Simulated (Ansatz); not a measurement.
# Lattice dynamics of (SrO)3(MgS)1 [001] superlattice, started as rocksalt type

The cell of (SrO)3(MgS)1 [001] superlattice, started as rocksalt type is at rest. What are its phonons?

Calculated with Ansatz 0.2.0; DFT PBEsol, scalar-relativistic, plane waves, PAW.

The structure was built from a prototype and need not be the compound's stable phase.

## (1) Starting point

It takes space group P4/mmm (No. 123, tetragonal). The conventional cell has a = 3.595 Å, b = 3.595 Å, c = 10.762 Å, α = 90.00°, β = 90.00°, γ = 90.00°. Nearest to Mg lie 4 S at 2.54 Å. Nearest to O lie 5 Sr at 2.54 to 2.59 Å. O has 6 Sr at 2.54 Å nearest. Nearest to S lie 4 Mg at 2.54 Å and 2 Sr at 2.84 Å. Nearest to Sr lie 5 O at 2.54 Å and 1 S at 2.84 Å. Nearest to Sr lie 6 O at 2.54 to 2.59 Å. Farther neighbours and most contacts between anions are not listed.

Coordinates:

```cif
data_structure
_symmetry_space_group_name_H-M 'P 1'
_symmetry_Int_Tables_number 1
_cell_length_a 3.5950
_cell_length_b 3.5950
_cell_length_c 10.7616
_cell_angle_alpha 90.000
_cell_angle_beta 90.000
_cell_angle_gamma 90.000
_cell_volume 139.08
loop_
_atom_site_label
_atom_site_type_symbol
_atom_site_fract_x
_atom_site_fract_y
_atom_site_fract_z
_atom_site_occupancy
Mg1 Mg 0.50000 0.50000 0.75000 1
O2 O 0.50000 0.50000 0.00914 1
O3 O 0.00000 0.00000 0.25000 1
O4 O 0.50000 0.50000 0.49086 1
S5 S 0.00000 0.00000 0.75000 1
Sr6 Sr 0.00000 0.00000 0.01390 1
Sr7 Sr 0.50000 0.50000 0.25000 1
Sr8 Sr 0.00000 0.00000 0.48610 1
```

## (2) Zone-centre response

The cell comes from relaxations at this level that are not shown. The zone centre is the only wavevector solved here; it holds the modes that light can see, as far as symmetry allows. The response to a homogeneous field gives the Born charges and the dielectric tensor, and its change with displacement the Raman tensors.

The input, input.yaml:

```yaml
crystal:
  lattice:
    - [2.5420180968, 2.5420180968, 0.0]
    - [-2.5420180968, 2.5420180968, 0.0]
    - [0.0, 0.0, 10.7616019168]
  atoms:
    - { symbol: Mg, position: [0.5, 0.5, 0.75] }
    - { symbol: O, position: [0.5, 0.5, 0.0091390171] }
    - { symbol: O, position: [1.0, 0.0, 0.25] }
    - { symbol: O, position: [0.5, 0.5, 0.4908609829] }
    - { symbol: S, position: [1.0, 0.0, 0.75] }
    - { symbol: Sr, position: [0.0, 0.0, 0.0138986372] }
    - { symbol: Sr, position: [0.5, 0.5, 0.25] }
    - { symbol: Sr, position: [0.0, 0.0, 0.4861013628] }
kpoints:
  mp_grid: { grid: [8, 8, 2] }
hamiltonian:
  xc: pbesol
scf:
  occupations: { method: fixed }
output:
  eigenvalues: true
phonons:
  method: dfpt
  dielectric: true
  rigid_motions: translations
  raman: true
```

On the command line:

```sh
$ ansatz run input.yaml --threads 8 --pin off --max-ram 14336MiB --backend cpu --events-out ev --progress --plain --runs-dir out
```

Numbers of over 12 decimals in the logs are rounded to 6 here.

The program printed:

```text
Engine: ansatz 0.2.0, x86_64-unknown-linux-gnu
Pseudopotentials: kind: paw
Pseudopotential: Mg, paw, valence charge 10, recommended cutoff 420 eV (normal), Mg.paw.azcp
Pseudopotential: O, paw, valence charge 6, recommended cutoff 420 eV (normal), O.paw.azcp
Pseudopotential: S, paw, valence charge 6, recommended cutoff 420 eV (normal), S.paw.azcp
Pseudopotential: Sr, paw, valence charge 10, recommended cutoff 420 eV (normal), Sr.paw.azcp
Functional definition: PBEsol
  exchange = pbesol_x
  correlation = pbesol_c
Crystal: 8 atoms, lattice volume = 139.080 Å³
Basis set: ecut = 420 eV, 2691 PW (Γ), exchange–correlation on 50×50×144 points (8 copies of the dense FFT grid, shifted against one another)
Bands: 40, of which v1, the nominal top of the filled ones, is band 32 counted from 1 (31 counted from 0)
Symmetry: 16 space group operations
k-points: 42 of 128 (irreducible under 2 space group operations, time reversal used)
Non-local potential: Mg, projectors of the file, l = 0: 3, l = 1: 2, l = 2: 1
Non-local potential: O, projectors of the file, l = 0: 2, l = 1: 2, l = 2: 1
Non-local potential: S, projectors of the file, l = 0: 2, l = 1: 2, l = 2: 2
Non-local potential: Sr, projectors of the file, l = 0: 3, l = 1: 2, l = 2: 2
PAW form: soft (Blöchl's): semilocal exchange-correlation on the pseudo side does not see the compensation charge
PAW frozen core: Mg, regenerated for the run's functional, and the local potential with it (the file was generated under x = pbe(κ = 0.804, μ = 0.219515), c = pbe(β = 0.066725))
PAW frozen core: O, regenerated for the run's functional, and the local potential with it (the file was generated under x = pbe(κ = 0.804, μ = 0.219515), c = pbe(β = 0.066725))
PAW frozen core: S, regenerated for the run's functional, and the local potential with it (the file was generated under x = pbe(κ = 0.804, μ = 0.219515), c = pbe(β = 0.066725))
PAW frozen core: Sr, regenerated for the run's functional, and the local potential with it (the file was generated under x = pbe(κ = 0.804, μ = 0.219515), c = pbe(β = 0.066725))
PAW one-centre angular grid: Mg, 110 points (default); XC on 64 Gauss nodes
PAW one-centre angular grid: O, 110 points (default); XC on 64 Gauss nodes
PAW one-centre angular grid: S, 110 points (default); XC on 64 Gauss nodes
PAW one-centre angular grid: Sr, 110 points (default); XC on 64 Gauss nodes
Initial density: superposition of atomic densities (neutral atoms: chi_scale 0, normalization atom), corrected by the library's trained network
Initial wavefunctions: pseudopotential atomic-orbital guess
Functional: x = pbesol(κ = 0.804, μ = 0.123457), c = pbesol(β = 0.046)
SCF iter   1: F=—  HF=-14967.727201 eV  |F-HF|=—  |Δ(HF+E_count)|=         —  Δρ=1.25e-2  dr2=2.08e-1  ethr=1.77e-3  ⟨swp⟩=5.9  Hψ=7427  notcnv=0  defer=196
preconditioner: auto → Resta (q_TF=auto, 2.397 Å⁻¹)  ε∞=3.6  [insulator: Δε(μ)=2.676 eV  Ē_g=13.751 eV  n_scr=28 (ndim 8)  ℏωp=22.3 eV  f_vac=0.000  ε∞_Penn≈3.6]
SCF iter   2: F=—  HF=-14967.687179 eV  |F-HF|=—  |Δ(HF+E_count)|=   4.00e-2  Δρ=5.50e-3  dr2=3.60e-2  ethr=3.26e-4  ⟨swp⟩=2.5  Hψ=2969  notcnv=0  defer=237
SCF iter   3: F=—  HF=-14967.679824 eV  |F-HF|=—  |Δ(HF+E_count)|=   7.35e-3  Δρ=1.18e-3  dr2=3.41e-3  ethr=5.62e-5  ⟨swp⟩=2.1  Hψ=2589  notcnv=0  defer=248
SCF iter   4: F=—  HF=-14967.679021 eV  |F-HF|=—  |Δ(HF+E_count)|=   8.03e-4  Δρ=4.97e-4  dr2=4.39e-4  ethr=5.33e-6  ⟨swp⟩=3.0  Hψ=2678  notcnv=0  defer=250
SCF iter   5: F=—  HF=-14967.678971 eV  |F-HF|=—  |Δ(HF+E_count)|=   5.00e-5  Δρ=3.48e-4  dr2=1.50e-4  ethr=6.86e-7  ⟨swp⟩=2.0  Hψ=2662  notcnv=0  defer=250
SCF iter   6: F=—  HF=-14967.678948 eV  |F-HF|=—  |Δ(HF+E_count)|=   2.28e-5  Δρ=5.43e-5  dr2=3.92e-6  ethr=2.34e-7  ⟨swp⟩=2.0  Hψ=2267  notcnv=0  defer=213
SCF iter   7: F=—  HF=-14967.678948 eV  |F-HF|=—  |Δ(HF+E_count)|=   5.60e-8  Δρ=1.19e-5  dr2=1.86e-7  ethr=6.13e-9  ⟨swp⟩=2.7  Hψ=2712  notcnv=0  defer=153
[...]
site 2:
        -2.47466   -0.00000    0.00000
         0.00000   -2.47466    0.00000
         0.00000    0.00000   -2.63656
    site 3:
        -2.53708    0.00000    0.00000
         0.00000   -2.53708    0.00000
[...]
site 4:
[...]
site 5:
[...]
site 6:
[...]
0.00000    2.48100    0.00000
         0.00000    0.00000    2.62663
    site 7:
         2.46355   -0.00000    0.00000
         0.00000    2.46355    0.00000
         0.00000    0.00000    2.33243
  Z* charge neutrality: 1.827e-2 e pre-enforcement
  solved inside a basis spanned on kpoints, on 12×12×4 k-points: ε∞ is read to err by 2.2e-2, Z* by 1.4e-2 e (field_mesh: kpoints solves on kpoints); Z* is corrected for what the basis lacks
  Raman tensors (in the event stream and the table raman_tensors.tsv): an entry may err by 2.0e-1 Å², one of the second-order susceptibility by 7.7e-19 pm/V (basis, points and sum rule); their sum over the sites missed zero by 1.110e-16 Å² ahead of its enforcement
  optical modes at Γ without the LO–TO term, one row a degenerate level:
      ω (cm⁻¹)  modes    IR ((D/Å)²/amu)  static Raman (Å⁴/amu)  depolarisation
       -201.10      1            19.3425                 0.0000               —
         78.00      2             0.0000                 0.2469           0.750
         89.72      2             1.7348                 0.0000               —
        115.20      2             0.8159                 0.0000               —
        138.71      1             0.0000                 1.1425           0.623
        160.97      1             0.6945                 0.0000               —
        229.29      2            47.1539                 0.0000               —
        239.62      1            10.6391                 0.0000               —
        244.46      2             0.0000                 0.5178           0.750
        248.35      2            13.6824                 0.0000               —
        288.40      2            20.1375                 0.0000               —
        295.35      1             1.9283                 0.0000               —
        333.20      1             0.0000                38.9824           0.249
        364.80      1             4.3457                 0.0000               —
  optical modes at Γ + LO–TO along q̂ = [1.0000, 0.0000, 0.0000]:
      ω (cm⁻¹)  modes    IR ((D/Å)²/amu)  static Raman (Å⁴/amu)  depolarisation
       -201.10      1            19.3425                 0.0000               —
         78.00      2             0.0000                 0.2469           0.750
         89.72      1             0.8674                 0.0000               —
         93.74      1             0.0481                 0.0000               —
        115.20      1             0.4079                 0.0000               —
[...]
138.71      1             0.0000                 1.1425           0.623
[...]
244.46      2             0.0000                 0.5178           0.750
[...]
333.20      1             0.0000                38.9824           0.249
[...]
optical modes at Γ + LO–TO along q̂ = [0.0000, 1.0000, 0.0000]:
      ω (cm⁻¹)  modes    IR ((D/Å)²/amu)  static Raman (Å⁴/amu)  depolarisation
[...]
78.00      2             0.0000                 0.2469           0.750
[...]
138.71      1             0.0000                 1.1425           0.623
[...]
244.46      2             0.0000                 0.5178           0.750
[...]
333.20      1             0.0000                38.9824           0.249
[...]
optical modes at Γ + LO–TO along q̂ = [0.0000, 0.0000, 1.0000]:
      ω (cm⁻¹)  modes    IR ((D/Å)²/amu)  static Raman (Å⁴/amu)  depolarisation
[...]
78.00      2             0.0000                 0.2469           0.750
[...]
138.71      1             0.0000                 1.1425           0.623
[...]
244.46      2             0.0000                 0.5178           0.750
        248.35      2            13.6824                 0.0000               —
        283.26      1             1.2587                 0.0000               —
        288.40      2            20.1375                 0.0000               —
        327.45      1             4.7724                 0.0000               —
        333.20      1             0.0000                38.9824           0.249
        428.32      1            26.3801                 0.0000               —
[key lines of the parts left out:]
SCF converged after 10 iterations
Free energy (F): -14967.678949 eV
Fermi energy:    7.399081 eV
```

Wall time 2.9 min (8 threads of Intel Xeon Platinum 8559C (Emerald Rapids), shared host); peak memory 3 GiB; 20 min of CPU time.

A gap read on the k-mesh alone can miss the band edges.

Numbers from this step:

```yaml
gap_on_the_k_mesh: 2.733 eV
volume_per_atom: 17.38 Å³
sum_rule_residual_before_enforcement: 1.48e-4 eV/Å²
miss_of_the_charge_sum_rule: 0.01827 e
estimated_error_of_the_dielectric_tensor: 0.02151
estimated_error_of_the_born_charges: 0.01427 e
point_group: 4/mmm
highest_optical_mode_at_the_zone_centre_no_lo_to_term: 364.8 cm⁻¹
lowest_optical_zone_centre_mode: -201.1 cm⁻¹
mean_high_frequency_dielectric_constant: 4.298
largest_born_charge_third_of_the_trace: 2.530 e
top_of_the_zone_centre_spectrum_with_the_field: 459.4 cm⁻¹
```

Without the LO-TO term. Patterns of degenerate modes are one choice out of their space. The modes at Γ (shares of kinetic energy by element, %) (negative means imaginary):

```csv
mode,frequency (cm⁻¹),symmetry,Mg %,O %,S %,Sr %
1,-201.1,A2u,63,37,0,0
2,0.0,acoustic,7,13,9,72
3,0.0,acoustic,7,13,9,72
4,0.0,acoustic,7,13,9,72
5,78.0,Eg,0,7,0,93
6,78.0,Eg,0,7,0,93
7,89.7,Eu,28,3,45,24
8,89.7,Eu,28,3,45,24
9,115.2,Eu,3,5,6,87
10,115.2,Eu,3,5,6,87
11,138.7,A1g,0,22,0,78
12,161.0,A2u,4,6,8,83
13,229.3,Eu,0,87,1,12
14,229.3,Eu,0,87,1,12
15,239.6,A2u,22,40,4,34
16,244.5,Eg,0,93,0,7
17,244.5,Eg,0,93,0,7
18,248.3,Eu,0,92,2,6
19,248.3,Eu,0,92,2,6
20,288.4,Eu,62,0,37,0
21,288.4,Eu,62,0,37,0
22,295.4,A2u,3,26,66,5
23,333.2,A1g,0,78,0,22
24,364.8,A2u,2,78,14,7
```

Displacements in mode 1 (-201.1 cm⁻¹), the largest set to 1:
```
Mg1  0.00  0.00  1.00
O2   0.00  0.00 -0.65
O3   0.00  0.00 -0.24
O4   0.00  0.00 -0.65
S5   0.00  0.00 -0.03
Sr6  0.00  0.00 -0.01
Sr7  0.00  0.00  0.04
Sr8  0.00  0.00 -0.01
```

Displacements in mode 23 (333.2 cm⁻¹), the largest set to 1:
```
Mg1  0.00  0.00  0.00
O2   0.00  0.00  1.00
O3   0.00  0.00  0.00
O4   0.00  0.00 -1.00
S5   0.00  0.00  0.00
Sr6  0.00  0.00 -0.23
Sr7  0.00  0.00  0.00
Sr8  0.00  0.00  0.23
```

Optical modes at the zone centre, without and with the macroscopic field of the longitudinal modes; each column is sorted by frequency, so a row need not hold one and the same mode. Modes with and without the field, by row:

```csv
rank among optical modes,no field (cm⁻¹),"q along (1, 0, 0) (cm⁻¹)","q along (0, 0, 1) (cm⁻¹)"
1,-201.1,-201.1,-63.2
2,78,78,78
3,78,78,78
4,89.7,89.7,89.7
5,89.7,93.7,89.7
6,115.2,115.2,115.2
7,115.2,116.9,115.2
8,138.7,138.7,138.7
9,161,161,165.9
10,229.3,229.3,229.3
11,229.3,239.6,229.3
12,239.6,243.5,244.5
13,244.5,244.5,244.5
14,244.5,244.5,248.3
15,248.3,248.3,248.3
16,248.3,274.4,283.3
17,288.4,288.4,288.4
18,288.4,295.4,288.4
19,295.4,333.2,327.4
20,333.2,364.8,333.2
21,364.8,459.4,428.3
```

Born charge (rows field, columns displacement) (e), principal values of the symmetric part by kind of site:

```csv
atom,atoms with these values,low,middle,high,mean
Mg1,1,1.83,2.45,2.45,2.24
O2,2,-2.54,-2.54,-2.45,-2.51
O3,1,-2.64,-2.47,-2.47,-2.53
S5,1,-2.31,-2.31,-1.59,-2.07
Sr6,2,2.33,2.46,2.46,2.42
Sr7,1,2.48,2.48,2.63,2.53
```

In full for Mg1:

```
2.45 0.00 0.00
0.00 2.45 0.00
0.00 0.00 1.83
```

High-frequency dielectric tensor:

```
4.29 0.00 0.00
0.00 4.29 0.00
0.00 0.00 4.32
```

Transverse modes; imaginary modes are left out. Infrared lines, with heights relative to the strongest:

```csv
position (cm⁻¹),label,relative intensity
78,Eg,0.0
90,Eu,3.7
115,Eu,1.7
139,A1g,0.0
161,A2u,1.5
229,Eu,100
240,A2u,23
244,Eg,0.0
248,Eu,29
288,Eu,43
295,A2u,4.1
333,A1g,0.0
365,A2u,9.2
```

Activity x (w_L - w)^4 (n + 1)/w, 532 nm, 300 K; imaginary modes are left out; modes without the macroscopic field alone. Lines of the Raman spectrum (strongest = 100):

```csv
position (cm⁻¹),label,relative intensity
78,Eg,7.3
90,Eu,0.0
115,Eu,0.0
139,A1g,12
161,A2u,0.0
229,Eu,0.0
240,A2u,0.0
244,Eg,2.1
248,Eu,0.0
288,Eu,0.0
295,A2u,0.0
333,A1g,100
365,A2u,0.0
```

Before it was imposed, the acoustic sum rule was missed by 1.5e-4 eV/Å² and the charge sum rule by 0.018 e. Small misses are needed for a sound result but don't prove that mesh and cutoff are converged. The lowest optical mode is imaginary, 201.1i cm⁻¹, so the energy falls along it.

The log warns of the k mesh: “the force constants stand on the 8×8×2 k-mesh, whose period is 12.65 times the interband length at k = (0.0000, 0.0000, 0.0000), direct gap 3.007 eV, under 14: take them and everything formed from them as unconverged”.

## (3) Another isotope, element Mg, natural mass 24.305 amu

An isotope changes the mass and not the force constants, so no new electronic calculation is needed; the shifts show which modes move this element.

The same force constants with the mass of Mg changed from 24.305 to 25.983 u (phonopy, no LO-TO term). Both lists are sorted by frequency; levels can cross, so a row need not hold one and the same mode. Modes under 3 cm⁻¹ are left out. Isotope shifts, by row:

| q | rank | natural mass (cm⁻¹) | changed mass (cm⁻¹) |
| --- | --- | --- | --- |
| 0 0 0 | 1 | -201.1 | -196.9 |
| 0 0 0 | 5 | 78 | 78 |
| 0 0 0 | 6 | 78 | 78 |
| 0 0 0 | 7 | 89.72 | 88.87 |
| 0 0 0 | 8 | 89.72 | 88.87 |
| 0 0 0 | 9 | 115.2 | 115.1 |
| 0 0 0 | 10 | 115.2 | 115.1 |
| 0 0 0 | 11 | 138.7 | 138.7 |
| 0 0 0 | 12 | 161 | 160.8 |
| 0 0 0 | 13 | 229.3 | 229.3 |
| 0 0 0 | 14 | 229.3 | 229.3 |
| 0 0 0 | 15 | 239.6 | 237.9 |
| 0 0 0 | 16 | 244.5 | 244.5 |
| 0 0 0 | 17 | 244.5 | 244.5 |
| 0 0 0 | 18 | 248.3 | 248.3 |
| 0 0 0 | 19 | 248.3 | 248.3 |
| 0 0 0 | 20 | 288.4 | 282.6 |
| 0 0 0 | 21 | 288.4 | 282.6 |
| 0 0 0 | 22 | 295.4 | 295 |
| 0 0 0 | 23 | 333.2 | 333.2 |
| 0 0 0 | 24 | 364.8 | 364.6 |

A mode of this element alone would shift by -3.28 %. The highest zone-centre frequency without the field goes from 364.8 to 364.6 cm⁻¹ (-0.1 %).

## (4) Isotope substitution, element O, natural mass 15.999 amu

The same for O, from 16.00 to 18.00 u.

A mode of this element alone would shift by -5.72 %. The highest zone-centre frequency without the field goes from 364.8 to 349.3 cm⁻¹ (-4.3 %).

## (5) Another isotope, element S, natural mass 32.06 amu

The same for S, from 32.06 to 33.97 u.

A mode of this element alone would shift by -2.85 %. The highest zone-centre frequency without the field goes from 364.8 to 363.5 cm⁻¹ (-0.4 %).

## (6) Isotope substitution, element Sr, natural mass 87.62 amu

The same for Sr, from 87.62 to 85.91 u.

A mode of this element alone would shift by +0.99 %. The highest zone-centre frequency without the field goes from 364.8 to 365.0 cm⁻¹ (+0.1 %).

## (7) Outcome

| Property | Result |
| --- | --- |
| space group (within 0.01 Å) | P4/mmm |
| volume per atom | 17.4 Å³ |
| gap on the k-mesh | 2.73 eV |
| highest optical mode at the zone centre (no LO-TO term) | 365 cm⁻¹ |
| top of the zone-centre spectrum with the field | 459 cm⁻¹ |
| lowest optical zone-centre mode | -201 cm⁻¹ |
| mean high-frequency dielectric constant | 4.30 |
| largest Born charge (third of the trace) | 2.53 e |
| imaginary modes at Γ (the only wavevector solved) | yes |

What this shows: A zone-centre mode is imaginary (201.1i cm⁻¹), so this structure is not a minimum of the energy. Without the field, the optical modes at Γ span -201 to 365 cm⁻¹ (negative means imaginary). The dispersion is not part of this account. The highest mode in this list at Γ, 364.8 cm⁻¹, is mostly motion of O (78 % of the kinetic energy). With the macroscopic field of the longitudinal modes the top of the zone-centre spectrum lies at 459 cm⁻¹, against 365 cm⁻¹ without it. Among the real modes, the strongest infrared line is at 229 cm⁻¹. Averaged over orientations, the strongest Raman line at 532 nm and 300 K is at 333 cm⁻¹. With the field response the log warns that the k mesh is coarse for the force constants too, so the frequencies may not be converged. The starting cell was built on a prototype and not taken from a measurement, so the phase need not exist. These are harmonic frequencies at zero temperature: anharmonic shifts, linewidths and thermal expansion are left out.

[Logs are printed without paths, hosts, clocks, repeated set-up lines and the standing remarks that a program may print on its own settings, such as how far it seeks lower states.]

[Hosts, paths, dates, database ids (printed as entryN), source tags and the programs' standing remarks are cut or masked in the printed files.]
